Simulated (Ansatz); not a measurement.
# Structural relaxation of generalised stacking fault on (111) (glide set) of a Ge-Si solid solution (72 atoms), part 2 of 2

How does generalised stacking fault on (111) (glide set) of a Ge-Si solid solution (72 atoms) relax, and what do bonds, charges and levels look like afterwards?

Ansatz 0.2.0; Kohn-Sham DFT, PBE, PAW (set soft_2), plane waves.

The cell: 51 Ge and 21 Si. Atoms were free to move along the slip. The host structure and its lattice constant were typed by rule, without a check against the phase diagram.

So far. Step 3 (Relaxation): The relaxation changed the energy by -116 meV/atom, and atoms moved by 0.37 Å r.m.s., 0.63 Å at most.

### Step 4. Structure statistics after relaxation

Bonds before and after, by the cutoffs listed below:

| pair | bonds before | bonds after | mean before (Å) | mean after (Å) | spread before (Å) | spread after (Å) |
| --- | --- | --- | --- | --- | --- | --- |
| Ge-Ge | 73 | 74 | 2.418 | 2.458 | 0.029 | 0.014 |
| Ge-Si | 53 | 56 | 2.392 | 2.413 | 0.071 | 0.016 |
| Si-Si | 12 | 14 | 2.371 | 2.370 | 0.092 | 0.014 |

Density 4.48 g/cm³, 22.08 Å³ an atom.

g(r), total and by pair (bins of 0.2 Å):

```
r (Å)  total  Ge-Ge  Ge-Si  Si-Si
 2.30   1.17   0.00   1.36   7.15
 2.50   4.78   5.95   4.32   0.00
 2.70   0.00   0.00   0.00   0.00
 2.90   0.00   0.00   0.00   0.00
 3.10   0.00   0.00   0.00   0.00
 3.30   0.00   0.00   0.00   0.00
 3.50   0.00   0.00   0.00   0.00
 3.70   0.00   0.00   0.00   0.00
 3.90   5.17   4.93   5.31   5.77
 4.10   1.54   1.76   1.32   1.21
 4.30   0.00   0.00   0.00   0.00
 4.50   1.52   1.70   1.29   1.53
 4.70   3.02   2.77   3.29   3.14
 4.90   0.33   0.40   0.28   0.25
 5.10   0.00   0.00   0.00   0.00
 5.30   0.02   0.00   0.04   0.00
 5.50   0.59   0.64   0.51   0.67
 5.70   1.07   1.02   1.17   0.89
 5.90   0.14   0.11   0.15   0.24
 6.10   2.27   2.30   2.23   2.25
 6.30   0.41   0.44   0.35   0.58
 6.50   0.00   0.00   0.00   0.00
 6.70   1.23   1.19   1.35   0.95
 6.90   2.48   2.45   2.38   3.10
 7.10   1.65   1.80   1.45   1.71
 7.30   1.08   1.00   1.19   0.96
 7.50   0.68   0.67   0.77   0.36
 7.70   0.06   0.07   0.05   0.00
```

Bonds by pair of elements; cutoffs follow the first minimum of g(r), held within bounds set by covalent radii, and pairs that aren't listed don't count as bonded:

```
pair A-B  cutoff (Å)  bonds  mean length (Å)  spread (Å)  shortest (Å)  B about A  A about B
   Ge-Ge        2.88     74             2.46       0.014          2.44       2.90       2.90
   Ge-Si        2.83     56             2.41       0.016          2.38       1.10       2.67
   Si-Si        2.77     14             2.37       0.014          2.35       1.33       1.33
```

How many atoms have how many bonded neighbours:

```csv
element,mean,4
Ge,4,51
Si,4,21
```

Bond angles, per cent of each kind in bins of 5°:

```
angle (°)  Ge-Ge-Ge  Ge-Ge-Si  Ge-Si-Si  Ge-Si-Ge  Si-Ge-Si
  100–105       0.6       0.0       0.0       0.0       0.0
  105–110      76.1      67.8      65.5      83.6      44.0
  110–115      23.3      25.4      31.0      14.5      48.0
  115–120       0.0       6.8       3.5       1.8       8.0
```

Bond angles (no mean is given where the spread exceeds 20°):

```
   angle  count  mean (°)  spread (°)
Ge-Ge-Ge    163       109         2.4
Ge-Ge-Si    118       110         2.4
Ge-Si-Si     58       110           2
Ge-Si-Ge     55       109         2.2
Si-Ge-Si     25       111         2.2
```

Rings of the network by King's shortest-path rule, up to 12 atoms, one path for each pair of neighbours; H, halogens, alkali and alkaline-earth atoms are left out, and the last column divides by all other atoms, bonded or not:

```
ring size (atoms)  rings  per network atom
                6    142              1.97
```

By these cutoffs all Ge atoms have 4 and all Si atoms have 4 bonded neighbours. The Ge-Ge-Ge angle averages 109° with a spread of 2°. All rings counted have 6 atoms.

### Step 5. Single point at the relaxed geometry

One more single point at the end of the walk gives the fuller output and checks the residual forces.

input.yaml

```yaml
crystal:
  lattice:
    - [6.84865, 0.0, 0.0]
    - [0.0, 11.86221, 0.0]
    - [1.14146, 0.0, 19.57091]
  atoms:
    - { symbol: Ge, position: [0.41917, 0.16547, 0.01579] }
    - { symbol: Ge, position: [0.41344, 0.16428, 0.14095] }
    - { symbol: Ge, position: [0.74524, 0.16593, 0.18429] }
    - { symbol: Si, position: [0.74967, 0.16787, 0.30736] }
    [... 62 atom lines left out ...]
    - { symbol: Ge, position: [0.58685, 0.66511, 0.85299] }
    - { symbol: Si, position: [0.58061, 0.66486, 0.97583] }
    - { symbol: Si, position: [0.08924, 0.49874, 0.85293] }
    - { symbol: Si, position: [0.09111, 0.49851, 0.97372] }
    - { symbol: Ge, position: [0.08763, 0.8342, 0.85227] }
    - { symbol: Si, position: [0.08276, 0.83544, 0.97497] }
kpoints:
  mp_grid: { grid: [2, 1, 1] }
hamiltonian:
  xc: pbe
scf:
  occupations: { method: gaussian, width: 0.05 }
output:
  forces: true
  stress: true
  populations: true
  dos:
    method: { smearing: { sigma: 0.1 } }
    de: 0.1
    projected: { site_lists: { Ge: [Ge], Si: [Si] } }
  eigenvalues: true
  write_density: true
  write_potential: true
  volumetric_format: npy
```

Run with:

```console
> ansatz run input.yaml --threads 4 --pin off --max-ram 8192MiB --backend cpu --events-out ev --progress --plain --runs-dir out
```

Numbers of over 12 decimals in the logs are rounded to 6 here.

Output:

```text
[...]
Crystal: 72 atoms, lattice volume = 1589.943 Å³
Basis set: ecut = 420 eV, 31137 PW (Γ), exchange–correlation on 96×160×270 points (8 copies of the dense FFT grid, shifted against one another)
Bands: 479, of which v1, the nominal top of the filled ones, is band 399 counted from 1 (398 counted from 0)
Symmetry: 1 space group operations
[...]
k-points: 2
[...]
SCF iter   1: F=—  HF=-232389.307357 eV  |F-HF|=—  |Δ(HF+E_count)|=         —  Δρ=2.69e-3  dr2=1.17e-1  ethr=1.77e-3  ⟨swp⟩=5.5  Hψ=3346  notcnv=0  defer=81
[...]
SCF iter   8: F=-232389.267589 eV  HF=-232389.267589 eV  |F-HF|=2.14e-8  |Δ(HF+E_count)|=   3.70e-8  Δρ=8.54e-7  dr2=3.53e-8  ethr=1.25e-11  ⟨swp⟩=14.5  Hψ=7182  notcnv=0
SCF 1 converged in 8 iterations: F = -232389.267589 eV  dr2 = 3.53e-8
[...]
SCF converged after 8 iterations
Free energy (F): -232389.267589 eV
[...]
Internal energy: -232389.249817 eV  (E = F + TS)
E sigma→0 (E₀):  -232389.258703 eV
Entropy (-TS):   -0.017772 eV (-0.247 meV/atom)
Fermi energy:    8.045837 eV
[...]
--- Forces (eV/Å), atoms counted from 1 ---
  atom   1  Ge     0.00697102    -0.03696046    -0.01555887
  atom   2  Ge     0.04292731    -0.00904591     0.03108279
  atom   3  Ge     0.04373264     0.00578076     0.01218173
  atom   4  Si     0.01533439    -0.00259295    -0.00988876
  atom   5  Si    -0.01492607    -0.02229167     0.00830143
  atom   6  Ge     0.00904471    -0.00775834     0.01102834
  atom   7  Si    -0.00516250    -0.00694285     0.00489466
  atom   8  Ge     0.01608029     0.00119711     0.00343332
  atom   9  Ge    -0.01316988    -0.01930906     0.02338483
  atom  10  Si    -0.00585436    -0.01981201    -0.00500191
  atom  11  Si     0.02912323     0.00226607    -0.02801564
  atom  12  Si     0.02648499     0.00378189    -0.01501764
  atom  13  Ge     0.00990789    -0.02237071    -0.00308322
  atom  14  Ge     0.02927638    -0.00148374     0.00413733
[...]
atom  71  Ge    -0.01071973     0.01584678     0.00082882
  atom  72  Si    -0.00583715     0.01322888     0.01992463
  max |Σ_I F_I| component: 1.47e-5 eV/Å
--- Stress (GPa, compression-positive) ---
        0.586689       0.003153      -2.056111
        0.003153       4.887747      -0.002509
       -2.056111      -0.002509       0.639486
  P = ⅓ Tr σ = 2.0380 GPa (20.380 kbar)
--- Band table (eV) ---
[...]
--- Löwdin populations: 72 sites ---
  site symbol       q [e]
     0     Ge     13.9940
     1     Ge     13.9862
     2     Ge     14.0002
[...]
71     Si      3.9073
  spilling = 0.002286 (of n_electrons = 798.000000)
```

Run time: 56 s. Hardware: 4 threads of Intel Xeon Platinum 8259CL at 2.50GHz (Skylake/Cascade Lake), shared host; peak memory 6.8 GiB; 3.5 min of CPU time.

Numbers from this run:

```
free energy                             : -232389.2676 eV
free energy per atom                    : -3227.6287 eV/atom
SCF cycles                              : 8
pressure                                : 2.038 GPa
r.m.s. force component                  : 0.01473 eV/Å
longest force                           : 0.05657 eV/Å
Fermi energy                            : 8.046 eV
levels partly filled by over 2 per cent : 2
spilling of the projection              : 0.002286
```

Löwdin charges by element (they lack the spilled electrons, 0.025 e an atom on average):

| element | coordination | atoms | mean charge (e) | spread | least | most |
| --- | --- | --- | --- | --- | --- | --- |
| Ge | all | 51 | 0.0027 | 0.0177 | -0.0505 | 0.0308 |
| Si | all | 21 | 0.0804 | 0.018 | 0.0433 | 0.110 |

Charge against the make-up of the first shell:

```
Si neighbours of Si  atoms  mean charge (e)
                  0      3            0.106
                  1     11            0.087
                  2      4            0.069
                  3      3            0.047
```

States in the cell by windows of 1 eV, zero at the Fermi level; the larger projections on atomic orbitals stand beside the total:

```csv
from (eV),to (eV),total,Ge p,Si p,Ge s,Si s
-14,-13,0.0,0.0,0.0,0.0,0.0
-13,-12,3.9,0.3,0.1,2.7,0.7
-12,-11,17.4,3.0,1.2,10.3,2.7
-11,-10,23.3,4.5,1.9,12.8,4.0
-10,-9,25.9,5.4,2.4,12.6,5.4
-9,-8,6.6,1.7,0.8,3.0,1.1
-8,-7,29.9,9.5,4.4,11.3,4.4
-7,-6,17.8,6.1,2.8,6.0,2.7
-6,-5,10.1,3.8,1.7,2.7,1.8
-5,-4,28.8,17.0,8.0,2.4,1.2
-4,-3,31.9,19.9,10.0,1.2,0.5
-3,-2,51.4,35.7,13.9,1.0,0.4
-2,-1,32.0,23.2,7.6,0.7,0.3
-1,0,8.5,6.4,1.9,0.1,0.0
0,1,18.2,6.6,3.5,5.4,1.6
1,2,43.6,18.5,8.1,9.3,3.4
2,3,32.9,15.0,6.7,4.4,2.6
```

Between -25 and -14 eV lie 510 more states.

The levels nearest the highest filled one (over half full), pooled over k-points and spins:

| level less the highest filled one (eV) | occupation |
| --- | --- |
| -0.64 | 2 |
| -0.564 | 2 |
| -0.542 | 2 |
| -0.414 | 2 |
| -0.0995 | 2 |
| 0 | 1.66 |
| 0.068 | 0.336 |
| 0.424 | 0 |
| 0.524 | 0 |
| 0.537 | 0 |
| 0.560 | 0 |
| 0.585 | 0 |

Electrostatic potential energy in the ca plane at fractional y = 0.002, with atoms of Si and Ge within 0.2 Å of it. With pseudopotentials it is smooth inside the atoms' cores, unlike the true potential.

Ten even steps from '0' (-41 eV) to '9' (11 eV), each cell a mean:
```
00278521147999999999999998421258731125899999
00168520137999999999999997410258731025899999
10378742358999999999999998532368853347999999
66789976689999999999999999865689987678999999
88999999999999999888899988888899999999999999
68999999999999998644579863368999999999999999
27999999999999998421258720017999999999999998
17999999999999998410248720006899999999999998
48999999999999998532368851037999999999999999
89999999999999999865689986678999999999999999
99999999888899987788999999999999999887899987
99999998643689754468999999999999998632478853
99999997200278631247999999999999998400058731
99999997200068520137999999999999998300048731
99999998410378742247999999999999998621268853
99999998866789876679999999999999999876789987
88899987788999999999999999988899987788999999
34689743468999999999999998744589853357999999
```
Columns run along c (16.0 Å, from fractional 0.00 to 0.82 of the cell; values clipped at the 3rd and 97th percentile), rows up along a (6.8 Å). Atoms in or near the plane, at fractional coordinates: Si at (0.01, 0.91), Ge at (0.14, 0.92), Si at (0.18, 0.25), Ge at (0.30, 0.25), Ge at (0.35, 0.58), Si at (0.47, 0.58), Ge at (0.52, 0.91), Ge at (0.64, 0.93), Si at (0.68, 0.26), Ge at (0.81, 0.26).

Valence density in the ca plane at fractional y = 0.002, with atoms of Si and Ge within 0.2 Å of it. It is the smooth field of the valence electrons, not physical close to the nuclei.

Ten steps, logarithmic in the rise over the least value, from '0' (0 e/Å³) to '9' (38 e/Å³), each cell a mean:
```
10000000000000013784212588410000000000000011
10000000000000014896212489510000000000000011
10000000000000012564111244210000000000000011
00000000000000011221100111100000000000000011
00000000110000111110000000000000001111000111
00000001332111111110000000000000012342111111
00000013785211100110000000000000013785211100
00000013897211100110000000000000013896211100
00000012564211111110000000000000012453111111
00000011221100011100000000000000011221100011
00000111110000000000000000100000111110000000
11111243210000000000000001111111244210000000
01112587310000000000000001001112588310000000
01112598410000000000000001001112598410000000
11111355210000000000000011111111354210000000
11100111100000000000000011111000111100000000
10000000000000000110000111110000000000000000
10000000000000001231111244210000000000000001
```
Columns run along c (16.0 Å, from fractional 0.18 to 1.00 of the cell), rows up along a (6.8 Å). Atoms in or near the plane, at fractional coordinates: Ge at (0.30, 0.25), Ge at (0.35, 0.58), Si at (0.47, 0.58), Ge at (0.52, 0.91), Ge at (0.64, 0.93), Si at (0.68, 0.26), Ge at (0.81, 0.26), Ge at (0.85, 0.59), Si at (0.97, 0.59).

Mean Löwdin charges: Ge +0.00, Si +0.08 e. Charges this small depend on the projection, at times even in sign. The charge on Si changes by -0.019 e for each Si neighbour that takes the place of another kind, on average. Within 0.4 eV of the Fermi level the largest share is Ge p (63 % of the projected weight).

The surroundings of Ge1, picked at random, nearest first, numbered as they follow in the input and with coordinates relative to it.

```csv
atom,x,y,z,distance (Å),bonds,Löwdin charge (e)
Ge1,0.00,0.00,0.00,0.00,4,0.01
Si32,1.13,-1.97,-0.80,2.41,4,0.08
Ge2,0.10,-0.01,2.45,2.45,4,0.01
Ge54,1.14,2.03,-0.78,2.46,4,-0.02
Ge56,-2.35,0.00,-0.82,2.49,4,-0.01
Ge31,0.97,-1.92,-3.21,3.87,4,-0.01
Ge53,0.97,1.97,-3.24,3.91,4,0.01
Si5,3.38,-1.98,-0.02,3.92,4,0.07
```

The column of bonds counts only the pairs Ge-Ge within 2.88 Å, Ge-Si within 2.83 Å, Si-Si within 2.77 Å; other neighbours, such as metal atoms beside each other in a compound, aren't counted, and periodic images can show an atom twice.

### Step 6. Results

- energy change in the relaxation: -116.2 meV/atom
- r.m.s. displacement: 0.366 Å
- largest displacement: 0.631 Å
- free energy per atom: -3227.6287 eV/atom
- density: 4.485 g/cm³
- pressure: 2.038 GPa
- r.m.s. force component: 0.01473 eV/Å
- wall time of the 3 DFT runs: 6.3 min

Relaxation lowers the energy by 116 meV/atom and moves atoms by 0.37 Å r.m.s.; the r.m.s. force component goes from 0.39 to 0.015 eV/Å, the pressure goes from 3.7 to 2.0 GPa. By the final cutoffs 0 of 138 bonded pairs parted and 6 joined. Afterwards all atoms of each element have one and the same coordination, so bonds have reconnected across the defect, which no longer shows in the counts. Layers on the two sides of the fault moved in opposite directions along the plane, so much of the imposed slip has spread into a shear of the crystal. From the first step to the last the energy fell by 8.368 eV, and the largest move was 0.63 Å (Ge54, with 1 other atom within 2 % of it). The Ge-Ge bonds change most in mean length: from 2.418 Å (spread 0.029) to 2.458 Å (spread 0.014), and their number from 73 to 74. With the cutoffs above, all Ge atoms have 4 and all Si atoms have 4 bonded neighbours. Counting bands leaves a spacing of only 0.068 eV (on the run's k-points), which the smearing bridges: 2 levels are partly filled by over 2 %, so a gap, if any, is small at this level.

Caveats: The stress is far from hydrostatic: its diagonal is 0.6, 4.9, 0.6 GPa, compression counted positive. Atoms were free to move along the slip, so the relaxation can undo part or all of it. The pressure of 2.0 GPa says that the cell would expand at this level of theory.

[Logs are printed without paths, hosts, clocks, repeated set-up lines and the standing remarks that a program may print on its own settings, such as how far it seeks lower states.]

[Hosts, paths, dates, database ids (printed as entryN), source tags and the programs' standing remarks are cut or masked in the printed files.]
